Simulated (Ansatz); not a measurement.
# What BAu2 (built on the sites of a database entry of AlAu2) distorts into, part 2 of 2

Wanted: the energy along a soft mode of BAu2 (built on the sites of a database entry of AlAu2) and the structure at the end.

Ansatz 0.2.0; DFT PBEsol, scalar-relativistic, plane waves, norm-conserving pseudopotentials.

So far. Step 4 (The mode frozen in, largest atomic shift 0.45 Å): The run ends at a pressure of 6.52 GPa, with forces up to 0.64 eV/Å. Step 5 (Energy along the mode, all amplitudes (two of the runs …): The lowest of the steps tried is at 0.45 Å, 7.32 meV/atom below the parent; the bottom of the well need not coincide with a step.

The structure was built from a prototype and need not be the compound's stable phase.

**6. Relaxation from the frozen mode**

Starting from the lowest point found, all atoms and the cell are let go, so that strain and other modes of the same symmetry can join in.

File input.yaml:

```yaml
crystal:
  lattice:
    - [-1.4243709866, 1.4243709866, 5.0604588237]
    - [1.4243709866, -1.4243709866, 5.0604588237]
    - [1.4243709866, 1.4243709866, -5.0604588237]
  atoms:
    - { symbol: B, position: [0.0, -0.1579644644, -0.1579644644] }
    - { symbol: Au, position: [0.6384293737, 0.6427641089, 0.0043347352] }
    - { symbol: Au, position: [0.3615706263, 0.3659053616, 0.0043347352] }
kpoints:
  mp_grid: { grid: [18, 18, 18] }
hamiltonian:
  xc: pbesol
  pseudopotentials: { kind: nc }
scf:
  occupations: { method: methfessel_paxton, width: 0.2 }
output:
  forces: true
  stress: true
  eigenvalues: true
relax:
  adjacent_minimum: "off"
  f_tol: 0.002
  max_steps: 120
  cell: { stress_tol: 0.03 }
```

On the command line:

```bash
$ ansatz run input.yaml --threads 8 --pin off --max-ram 14336MiB --backend cpu --events-out ev --progress --plain --runs-dir out
```

Numbers of over 12 decimals in the logs are rounded to 6 here.

Log:

```text
[...]
Crystal: 3 atoms, lattice volume = 41.067 Å³
Basis set: ecut = 1034.032677 eV, 3163 PW (Γ), FFT grids on a1+a3, a2+a3, a3, exchange–correlation on 60×60×120 points (8 copies of the dense FFT grid, shifted against one another)
Bands: 25, of which v1, the nominal top of the filled ones, is band 21 counted from 1 (20 counted from 0)
Symmetry: 4 space group operations
[...]
k-points: 865 of 5832 (time reversal used)
[...]
SCF iter   1: F=—  HF=-8103.449084 eV  |F-HF|=—  |Δ(HF+E_count)|=         —  Δρ=1.34e-1  dr2=1.27e1  ethr=3.10e-3  ⟨swp⟩=7.9  Hψ=110372  notcnv=0
[...]
SCF iter   9: F=-8100.810450 eV  HF=-8100.810451 eV  |F-HF|=1.90e-8  |Δ(HF+E_count)|=   5.80e-8  S|Δr|=    0.00e0  Δρ=9.40e-6  dr2=2.26e-8  ethr=2.44e-10  ⟨swp⟩=10.4  Hψ=121781  notcnv=0
SCF 1 converged in 9 iterations: F = -8100.810450 eV  dr2 = 2.26e-8
relax step   1: F+E_penalty+E_count = -8100.81045048 eV  Δ(F+E_penalty+E_count) = +0.000e0 eV  max|allowed force component| = 6.430e-1 eV/Å  Δτ_max = 0.0000 Å  P = +6.525 GPa  Ω = 41.067 Å³  (9 SCF iters, dr2 threshold 1.00e-7 eV, accepted)
Crystal: 3 atoms, lattice volume = 43.455 Å³
Basis set: ecut = 1034.032677 eV, 3275 PW (Γ), FFT grids on a1+a3, a2+a3, a3, exchange–correlation on 60×60×120 points (8 copies of the dense FFT grid, shifted against one another)
[...]
iter 1 solved again at ethr=2.10e-4 eV; its pass at ethr=3.10e-3 eV (dr2=8.61e-2 eV) is discarded
[...]
SCF iter   6: F=-8100.879245 eV  HF=-8100.879245 eV  |F-HF|=4.03e-8  |Δ(HF+E_count)|=   3.59e-7  S|Δr|=    0.00e0  Δρ=1.59e-5  dr2=9.03e-8  ethr=7.32e-10  ⟨swp⟩=10.4  Hψ=127258  notcnv=0
SCF 2 converged in 6 iterations: F = -8100.879245 eV  dr2 = 9.03e-8
relax step   2: F+E_penalty+E_count = -8100.87924481 eV  Δ(F+E_penalty+E_count) = -6.879e-2 eV  max|allowed force component| = 5.456e-1 eV/Å  Δτ_max = 0.0578 Å  P = -3.478 GPa  Ω = 43.455 Å³  energy of the carried Pulay correction = -3.969e-4 eV  (6 SCF iters, dr2 threshold 3.00e-7 eV, accepted)
Crystal: 3 atoms, lattice volume = 42.826 Å³
Basis set: ecut = 1034.032677 eV, 3235 PW (Γ), FFT grids on a1+a3, a2+a3, a3, exchange–correlation on 60×60×120 points (8 copies of the dense FFT grid, shifted against one another)
[...]
SCF iter   8: F=-8100.907834 eV  HF=-8100.907834 eV  |F-HF|=7.81e-8  |Δ(HF+E_count)|=   2.06e-7  S|Δr|=    0.00e0  Δρ=2.01e-5  dr2=8.86e-8  ethr=7.32e-10  ⟨swp⟩=8.2  Hψ=111471  notcnv=0
SCF 3 converged in 8 iterations: F = -8100.907834 eV  dr2 = 8.86e-8
relax step   3: F+E_penalty+E_count = -8100.90783365 eV  Δ(F+E_penalty+E_count) = -2.859e-2 eV  max|allowed force component| = 6.467e-1 eV/Å  Δτ_max = 0.0571 Å  P = -0.485 GPa  Ω = 42.826 Å³  energy of the carried Pulay correction = -2.945e-4 eV  (8 SCF iters, dr2 threshold 3.00e-7 eV, accepted)
[... from here on, the SCF cycles and remarks between the steps are left out ...]
relax step   4: F+E_penalty+E_count = -8100.99678695 eV  Δ(F+E_penalty+E_count) = -8.895e-2 eV  max|allowed force component| = 7.799e-1 eV/Å  Δτ_max = 0.1242 Å  P = -1.136 GPa  Ω = 43.676 Å³  energy of the carried Pulay correction = -4.325e-4 eV  (8 SCF iters, dr2 threshold 3.00e-7 eV, accepted)
relax step   5: F+E_penalty+E_count = -8101.12541142 eV  Δ(F+E_penalty+E_count) = -1.286e-1 eV  max|allowed force component| = 1.043e0 eV/Å  Δτ_max = 0.1950 Å  P = -3.210 GPa  Ω = 45.114 Å³  energy of the carried Pulay correction = -6.597e-4 eV  (9 SCF iters, dr2 threshold 3.00e-7 eV, accepted)
relax step   6: F+E_penalty+E_count = -8101.35701757 eV  Δ(F+E_penalty+E_count) = -2.316e-1 eV  max|allowed force component| = 1.163e-1 eV/Å  Δτ_max = 0.1832 Å  P = +3.425 GPa  Ω = 45.111 Å³  energy of the carried Pulay correction = -6.592e-4 eV  (7 SCF iters, dr2 threshold 3.00e-7 eV, accepted)
relax step   7: F+E_penalty+E_count = -8101.32823133 eV  Δ(F+E_penalty+E_count) = +2.879e-2 eV  max|allowed force component| = 4.360e-1 eV/Å  Δτ_max = 0.1468 Å  P = -3.341 GPa  Ω = 46.805 Å³  energy of the carried Pulay correction = -9.174e-4 eV  (7 SCF iters, dr2 threshold 3.00e-7 eV, rejected (line search))
relax step   8: F+E_penalty+E_count = -8101.37965896 eV  Δ(F+E_penalty+E_count) = -2.264e-2 eV  max|allowed force component| = 5.303e-2 eV/Å  Δτ_max = 0.0342 Å  P = +1.036 GPa  Ω = 45.943 Å³  energy of the carried Pulay correction = -7.874e-4 eV  (11 SCF iters, accepted)
relax step   9: F+E_penalty+E_count = -8101.39557860 eV  Δ(F+E_penalty+E_count) = -1.592e-2 eV  max|allowed force component| = 4.281e-2 eV/Å  Δτ_max = 0.0096 Å  P = +0.785 GPa  Ω = 46.180 Å³  energy of the carried Pulay correction = -8.234e-4 eV  (5 SCF iters, dr2 threshold 3.00e-7 eV, accepted)
relax step  10: F+E_penalty+E_count = -8101.39854421 eV  Δ(F+E_penalty+E_count) = -2.966e-3 eV  max|allowed force component| = 1.884e-1 eV/Å  Δτ_max = 0.0246 Å  P = -0.745 GPa  Ω = 46.728 Å³  energy of the carried Pulay correction = -9.060e-4 eV  (6 SCF iters, dr2 threshold 3.00e-7 eV, accepted)
relax step  11: F+E_penalty+E_count = -8101.40393013 eV  Δ(F+E_penalty+E_count) = -5.386e-3 eV  max|allowed force component| = 3.222e-2 eV/Å  Δτ_max = 0.0152 Å  P = +0.104 GPa  Ω = 46.504 Å³  energy of the carried Pulay correction = -8.723e-4 eV  (5 SCF iters, dr2 threshold 3.00e-7 eV, accepted)
relax step  12: F+E_penalty+E_count = -8101.40404377 eV  Δ(F+E_penalty+E_count) = -1.136e-4 eV  max|allowed force component| = 3.479e-4 eV/Å  Δτ_max = 0.0036 Å  P = -0.036 GPa  Ω = 46.537 Å³  energy of the carried Pulay correction = -8.773e-4 eV  (5 SCF iters, dr2 threshold 6.49e-8 eV, accepted)
relax step  13: F+E_penalty+E_count = -8101.40404737 eV  Δ(F+E_penalty+E_count) = -3.602e-6 eV  max|allowed force component| = 1.321e-4 eV/Å  Δτ_max = 0.0003 Å  P = +0.000 GPa  Ω = 46.532 Å³  energy of the carried Pulay correction = -8.766e-4 eV  (4 SCF iters, dr2 threshold 7.34e-9 eV, accepted)
relax step  14: F+E_penalty+E_count = -8101.42506837 eV  Δ(F+E_penalty+E_count) = -2.102e-2 eV  max|allowed force component| = 4.479e-4 eV/Å  Δτ_max = 0.0000 Å  P = +0.854 GPa  Ω = 46.532 Å³  stress off target by 1.22e0 GPa  SCF on the basis re-selected at this cell (its energy is not comparable with the rows above)  (7 SCF iters)
relax step  15: F+E_penalty+E_count = -8101.43013305 eV  Δ(F+E_penalty+E_count) = -5.065e-3 eV  max|allowed force component| = 4.634e-3 eV/Å  Δτ_max = 0.0083 Å  P = +0.271 GPa  Ω = 46.921 Å³  energy of the carried Pulay correction = -5.357e-5 eV  (5 SCF iters, dr2 threshold 3.00e-7 eV, accepted)
relax step  16: F+E_penalty+E_count = -8101.43103066 eV  Δ(F+E_penalty+E_count) = -8.976e-4 eV  max|allowed force component| = 5.601e-3 eV/Å  Δτ_max = 0.0064 Å  P = +0.027 GPa  Ω = 47.165 Å³  energy of the carried Pulay correction = -9.042e-5 eV  (5 SCF iters, dr2 threshold 3.00e-7 eV, accepted)
relax step  17: F+E_penalty+E_count = -8101.43102674 eV  Δ(F+E_penalty+E_count) = +3.929e-6 eV  max|allowed force component| = 1.371e-2 eV/Å  Δτ_max = 0.0013 Å  P = -0.061 GPa  Ω = 47.204 Å³  energy of the carried Pulay correction = -9.747e-5 eV  (5 SCF iters, dr2 threshold 6.35e-9 eV, accepted)
relax step  18: F+E_penalty+E_count = -8101.43103965 eV  Δ(F+E_penalty+E_count) = -1.292e-5 eV  max|allowed force component| = 1.528e-3 eV/Å  Δτ_max = 0.0005 Å  P = -0.004 GPa  Ω = 47.195 Å³  energy of the carried Pulay correction = -9.536e-5 eV  (4 SCF iters, dr2 threshold 2.57e-8 eV, accepted)
relax step  19: F+E_penalty+E_count = -8101.43129451 eV  Δ(F+E_penalty+E_count) = -2.549e-4 eV  max|allowed force component| = 1.517e-3 eV/Å  Δτ_max = 0.0000 Å  P = +0.008 GPa  Ω = 47.195 Å³  stress off target by 4.17e-2 GPa  SCF on the basis re-selected at this cell (its energy is not comparable with the rows above)  (6 SCF iters)
relax step  20: F+E_penalty+E_count = -8101.43129936 eV  Δ(F+E_penalty+E_count) = -4.851e-6 eV  max|allowed force component| = 6.585e-5 eV/Å  Δτ_max = 0.0005 Å  P = +0.004 GPa  Ω = 47.215 Å³  energy of the carried Pulay correction = -2.336e-6 eV  (4 SCF iters, dr2 threshold 4.36e-9 eV, accepted)
[...]
SCF iter   1: F=—  HF=-8101.431037 eV  |F-HF|=—  |Δ(HF+E_count)|=         —  Δρ=3.95e-6  dr2=3.80e-9  ethr=1.49e-7  ⟨swp⟩=4.2  Hψ=195182  notcnv=0
eigensolver tolerance schedule: the retry pair's looser diagonalisation over-reported the residual by 16134.84 of it (diagonalisation noise at 3.51 of the residual, at the tolerance the schedule requests for it); recorded, not acted on — ethr = c·dr2/N_el stays at c = 1.0e-1
[...]
SCF iter   2: F=—  HF=-8101.431302 eV  |F-HF|=—  |Δ(HF+E_count)|=   2.65e-4  S|Δr|=    0.00e0  Δρ=2.32e-6  dr2=2.02e-9  ethr=9.26e-12  ⟨swp⟩=4.2  Hψ=64679  notcnv=0
[...]
SCF iter   5: F=-8101.431302 eV  HF=-8101.431302 eV  |F-HF|=5.46e-12  |Δ(HF+E_count)|=  2.73e-12  S|Δr|=    0.00e0  Δρ=8.10e-8  dr2=7.54e-12  ethr=1.00e-12  ⟨swp⟩=11.2  Hψ=135736  notcnv=0
SCF 21 converged in 5 iterations: F = -8101.431302 eV  dr2 = 7.54e-12
relax step  21: F+E_penalty+E_count = -8101.43130182 eV  Δ(F+E_penalty+E_count) = -2.463e-6 eV  max|allowed force component| = 7.451e-5 eV/Å  Δτ_max = 0.0000 Å  P = +0.004 GPa  Ω = 47.215 Å³  stress off target by 8.96e-3 GPa  SCF on the basis re-selected at this cell (its energy is not comparable with the rows above)  (5 SCF iters)
[...]
SCF converged after 5 iterations
[...]
Free energy (F): -8101.431302 eV
[...]
Internal energy: -8101.431293 eV  (E = F + TS)
E sigma→0 (E₀):  -8101.431300 eV
Entropy (-TS):   -0.000009 eV (-0.003 meV/atom)
Fermi energy:    16.214514 eV
[...]
--- Forces (eV/Å), atoms counted from 1 ---
  atom   1  B      0.00001235     0.00000000     0.00000000
  atom   2  Au    -0.00000635     0.00000000    -0.00007451
  atom   3  Au    -0.00000635     0.00000000     0.00007451
  max |Σ_I F_I| component: 3.53e-7 eV/Å
--- Stress (GPa, compression-positive) ---
        0.008959       0.000000       0.000000
        0.000000       0.001024       0.000000
        0.000000       0.000000       0.001759
  P = ⅓ Tr σ = 0.0039 GPa (0.039 kbar)
--- Band table (eV; the first three rows and the last of 865) ---
  k-point 0: bands = [... 17 lower, 11.5860, 12.8188, 14.4889, 15.6527, 19.3761, 21.2250, 25.0399, 25.4159]
  k-point 1: bands = [... 17 lower, 11.7595, 12.7999, 14.6549, 15.7294, 19.2513, 20.9928, 24.5865, 24.8416]
  k-point 2: bands = [... 17 lower, 11.8157, 12.7539, 15.1017, 15.9494, 18.9038, 20.4550, 23.4616, 23.9818]
  k-point 864: bands = [... 17 lower, 12.6706, 13.0150, 13.2004, 17.8845, 18.6923, 19.9106, 23.6102, 26.0394]
--- Relaxed structure (18 steps of the walk, 17 accepted, 3 SCFs on fresh bases) ---
  F+E_penalty+E_count = -8101.43130182 eV   max|allowed force component| = 7.451e-5 eV/Å   (the final SCF, on the basis selected at the relaxed cell)
  cell:  # Å, volume = 47.2147 Å³
    - [-1.622122, 1.598800, 4.551337]
    - [1.622122, -1.598800, 4.551337]
    - [1.622122, 1.598800, -4.551337]
  atoms:
    - { symbol: B, position: [-1.1426654752150505e-19, -0.383099, -0.383099] }
    - { symbol: Au, position: [0.653005, 0.769908, 0.116902] }
    - { symbol: Au, position: [0.346995, 0.463897, 0.116902] }
```

Elapsed: 26 min, on 8 threads of Arm Neoverse N1, shared host; peak memory 2.5 GiB; 3.4 h of CPU time.

Step by step:

```tsv
step	energy less that of the first step (eV)	largest force component (eV/Å)	pressure (GPa)	volume (Å³)
1	0.0000	0.6430	6.52	41.07
2	-0.0688	0.5456	-3.48	43.46
3	-0.0974	0.6467	-0.49	42.83
4	-0.1863	0.7799	-1.14	43.68
5	-0.3150	1.0432	-3.21	45.11
6	-0.5466	0.1163	3.43	45.11
7	-0.5178	0.4360	-3.34	46.80
8	-0.5692	0.0530	1.04	45.94
9	-0.5851	0.0428	0.78	46.18
10	-0.5881	0.1884	-0.74	46.73
11	-0.5935	0.0322	0.10	46.50
12	-0.5936	0.0003	-0.04	46.54
13	-0.5936	0.0001	0.00	46.53
14*	-0.6146	0.0004	0.85	46.53
15	-0.6197	0.0046	0.27	46.92
16	-0.6206	0.0056	0.03	47.17
17	-0.6206	0.0137	-0.06	47.20
18	-0.6206	0.0015	0.00	47.19
19*	-0.6208	0.0015	0.01	47.19
20	-0.6208	0.0001	0.00	47.21
21*	-0.6209	0.0001	0.00	47.21
```

Relaxation steps marked * repeat the geometry before them on a plane-wave basis chosen anew for their cell, so energy and pressure can jump there. Relaxation step 7 was tried and not accepted.

Forces are held to the 4 operations that the run works with; a distortion that breaks them can't arise in this run.

```tsv
cell as run	before	after	change
a (Å)	5.447	5.089	-6.6 %
b (Å)	5.447	5.089	-6.6 %
c (Å)	5.447	5.089	-6.6 %
α (°)	149.68	142.83	-4.6 %
β (°)	149.68	143.38	-4.2 %
γ (°)	43.41	53.17	+22.5 %
volume (Å³/atom)	13.69	15.74	+15.0 %
```

The atoms that moved most (Å, as changes of fractional coordinates times the final cell):

```tsv
atom	dx	dy	dz	length
B1	-0.730	0.000	0.000	0.730
Au3	0.365	0.000	-0.133	0.389
Au2	0.365	0.000	0.133	0.389
```

Final coordinates:

```cif
data_structure
_symmetry_space_group_name_H-M 'P 1'
_symmetry_Int_Tables_number 1
_cell_length_a 5.0894
_cell_length_b 5.0894
_cell_length_c 5.0894
_cell_angle_alpha 142.828
_cell_angle_beta 143.382
_cell_angle_gamma 53.169
_cell_volume 47.21
loop_
_atom_site_label
_atom_site_type_symbol
_atom_site_fract_x
_atom_site_fract_y
_atom_site_fract_z
_atom_site_occupancy
B1 B 0.00000 0.61690 0.61690 1
Au2 Au 0.65301 0.76991 0.11690 1
Au3 Au 0.34699 0.46390 0.11690 1
```

Numbers from this step:

| Item | Value |
| --- | --- |
| pressure | 0.003914 GPa |
| volume per atom | 15.74 Å³ |

The distorted start has space group Imm2; the relaxation ends in Immm.

**7. The new phase in its own primitive cell**

The relaxed structure is symmetrised, reduced to its primitive cell and relaxed tightly, as its phonons need.

input.yaml, the sections that differ from step 6:

```yaml
crystal:
  lattice:
    - [-1.5988003238, 1.6221222454, 4.5513374923]
    - [1.5988003238, -1.6221222454, 4.5513374923]
    - [1.5988003238, 1.6221222454, -4.5513374923]
  atoms:
    - { symbol: B, position: [0.5, 0.0, 0.5] }
    - { symbol: Au, position: [0.6530053725, 0.6530053725, 0.0] }
    - { symbol: Au, position: [0.3469946275, 0.3469946275, 0.0] }
relax:
  adjacent_minimum: "off"
  f_tol: 0.001
  max_steps: 60
  cell: { stress_tol: 0.01 }
# kpoints, hamiltonian, scf, output: as in step 6
```

Log:

```text
[...]
Crystal: 3 atoms, lattice volume = 47.215 Å³
Basis set: ecut = 1034.032677 eV, 3591 PW (Γ), FFT grids on a1+a3, a2+a3, a3, exchange–correlation on 72×72×108 points (8 copies of the dense FFT grid, shifted against one another)
Bands: 25, of which v1, the nominal top of the filled ones, is band 21 counted from 1 (20 counted from 0)
Symmetry: 8 space group operations
[...]
--- Relaxed structure (1 steps of the walk, 1 accepted, 1 SCFs on fresh bases) ---
[...]
cell:  # Å, volume = 47.2147 Å³
    - [-1.5988003238, 1.6221222454, 4.5513374923]
    - [1.5988003238, -1.6221222454, 4.5513374923]
    - [1.5988003238, 1.6221222454, -4.5513374923]
  atoms:
    - { symbol: B, position: [0.500000, 0.0, 0.500000] }
    - { symbol: Au, position: [0.653005, 0.653005, 0.0] }
    - { symbol: Au, position: [0.346995, 0.346995, 0.0] }
[key lines of the parts left out:]
SCF converged after 6 iterations
Free energy (F): -8101.431302 eV
Fermi energy:    16.214513 eV
P = ⅓ Tr σ = 0.0039 GPa (0.039 kbar)
```

Run time: 91 s. Hardware: 8 threads; peak memory 2.4 GiB; 12 min of CPU time.

Little changed from the start: no atom moved by 0.005 Å and no cell edge by 0.1 %.

This step gave:

```
pressure : 0.003918 GPa
```

The largest force component left is 0.074 meV/Å and the pressure is 0.004 GPa, within the tolerances set. The cell now holds 15.74 Å³/atom.

**8. Modes of the new phase**

A relaxed structure may still be a saddle point, so its zone-centre modes are computed. No field response is asked, since the mesh shows no gap.

input.yaml: that of step 7 with these lines changed.

```diff
@@ -17,9 +17,4 @@
 output:
-  forces: true
-  stress: true
   eigenvalues: true
-relax:
-  adjacent_minimum: "off"
-  f_tol: 0.001
-  max_steps: 60
-  cell: { stress_tol: 0.01 }
+phonons:
+  method: dfpt
```

Log:

```text
[...]
Crystal: 3 atoms, lattice volume = 47.215 Å³
Basis set: ecut = 1034.032677 eV, 3591 PW (Γ), exchange–correlation on 108×108×108 points (8 copies of the dense FFT grid, shifted against one another)
Bands: 25, of which v1, the nominal top of the filled ones, is band 21 counted from 1 (20 counted from 0)
Symmetry: 8 space group operations
k-points: 865 of 5832 (irreducible under 4 space group operations, time reversal used)
[...]
SCF iter   1: F=—  HF=-8104.225167 eV  |F-HF|=—  |Δ(HF+E_count)|=         —  Δρ=1.34e-1  dr2=1.26e1  ethr=3.10e-3  ⟨swp⟩=7.4  Hψ=108946  notcnv=0
[...]
SCF iter  13: F=-8101.431302 eV  HF=-8101.431302 eV  |F-HF|=2.73e-12  |Δ(HF+E_count)|=  1.82e-12  S|Δr|=    0.00e0  Δρ=2.28e-8  dr2=2.03e-13  ethr=1.00e-12  ⟨swp⟩=7.0  Hψ=117264  notcnv=0
SCF 1 converged in 13 iterations: F = -8101.431302 eV  dr2 = 2.03e-13
[...]
SCF converged after 13 iterations
[...]
Free energy (F): -8101.431302 eV
[...]
Internal energy: -8101.431293 eV  (E = F + TS)
E sigma→0 (E₀):  -8101.431300 eV
Entropy (-TS):   -0.000009 eV (-0.003 meV/atom)
Fermi energy:    16.214513 eV
[...]
--- Band table (eV; the first three rows and the last of 865) ---
  k-point 0: bands = [... 17 lower, 11.5860, 12.8188, 14.4889, 15.6527, 19.3761, 21.2250, 25.0399, 25.4159]
  k-point 1: bands = [... 17 lower, 11.7595, 12.7999, 14.6549, 15.7294, 19.2514, 20.9928, 24.5865, 24.8416]
  k-point 2: bands = [... 17 lower, 11.8157, 12.7539, 15.1017, 15.9494, 18.9038, 20.4550, 23.4616, 23.9818]
  k-point 864: bands = [... 17 lower, 12.6706, 13.0150, 13.2004, 17.8845, 18.6923, 19.9106, 23.6102, 26.0394]
[...]
ASR residual: 3.974e-5 → 0.000e0 eV/Å²; symmetrization residual: 1.540e-5 eV/Å²
  ASR residual per site (eV/Å²): 2.44e-5 3.97e-5 3.97e-5
  Γ frequencies (cm⁻¹): 0.00 0.00 0.00 49.51 110.84 164.12 247.52 514.13 559.86
[...]
```

Elapsed: 14 min, on 8 threads; peak memory 7.8 GiB; 1.8 h of CPU time.

Numbers from this step:

```yaml
sum_rule_residual_before_enforcement: 3.97e-5 eV/Å²
point_group: mmm
highest_optical_mode_at_the_zone_centre_no_lo_to_term: 559.9 cm⁻¹
lowest_optical_zone_centre_mode: 49.51 cm⁻¹
```

Patterns of degenerate modes are one choice out of their space. The modes at Γ (shares of kinetic energy by element, %):

```tsv
mode	frequency (cm⁻¹)	symmetry	B %	Au %
1	0.0	acoustic	3	97
2	0.0	acoustic	3	97
3	0.0	acoustic	3	97
4	49.5	B3g	0	100
5	110.8	B2g	0	100
6	164.1	Ag	0	100
7	247.5	B2u	97	3
8	514.1	B1u	97	3
9	559.9	B3u	97	3
```

Displacements in mode 4 (49.5 cm⁻¹), the largest set to 1:
```
B1   0.00  0.00  0.00
Au2  0.00 -1.00  0.00
Au3  0.00  1.00  0.00
```

Displacements in mode 7 (247.5 cm⁻¹), the largest set to 1:
```
B1   0.00  1.00  0.00
Au2  0.00 -0.03  0.00
Au3  0.00 -0.03  0.00
```

Before it was imposed, the acoustic sum rule was missed by 4.0e-5 eV/Å². Small misses are needed for a sound result but don't prove that mesh and cutoff are converged. The lowest optical mode is real, 49.5 cm⁻¹.

**9. Summary of results**

```yaml
unstable_mode_of_the_parent: q = (0, 0, 0), 108i cm⁻¹
depth_at_the_lowest_point_sampled: 7.32 meV/atom
largest_atomic_shift_at_that_point: 0.45 Å
space_group_reached_within_0p01_a: Immm
energy_gained_over_the_parent_first_relaxation_on_the_mesh_of_the_frozen_mode: 214 meV/atom
volume_per_atom_phase_reached: 15.7 Å³
lowest_optical_zone_centre_mode_phase_reached: 49.5 cm⁻¹
highest_optical_mode_at_the_zone_centre_no_lo_to_term_phase_reached: 560 cm⁻¹
```

**Reading.** Along this mode the structure falls into Immm, 214 meV/atom below the parent. At the parent's cell the well is 7.317 meV/atom deep on the steps tried, with its lowest point at a shift of 0.45 Å. Relaxing atoms and cell changes the gain by +206.96 meV/atom against the lowest step (energies at zero smearing). Most of the total comes from this relaxation. The new phase has no imaginary mode at the zone centre of its cell; other wavevectors were not checked. Each path keeps the symmetry of its pattern, so a lower phase may lie along a pattern not tried. With no gap, or one that is small against the smearing, the frequencies hang on the k mesh and the smearing, most of all near Kohn anomalies. The phonon runs are without spin polarisation, although the cell has an odd electron count. Spin-orbit coupling is left out, which can matter for the heavy elements here. The starting cell was built on a prototype and not taken from a measurement, so the phase need not exist.

[Logs are printed without paths, hosts, clocks, repeated set-up lines and the standing remarks that a program may print on its own settings, such as how far it seeks lower states.]

[Hosts, paths, dates, database ids (printed as entryN), source tags and the programs' standing remarks are cut or masked in the printed files.]
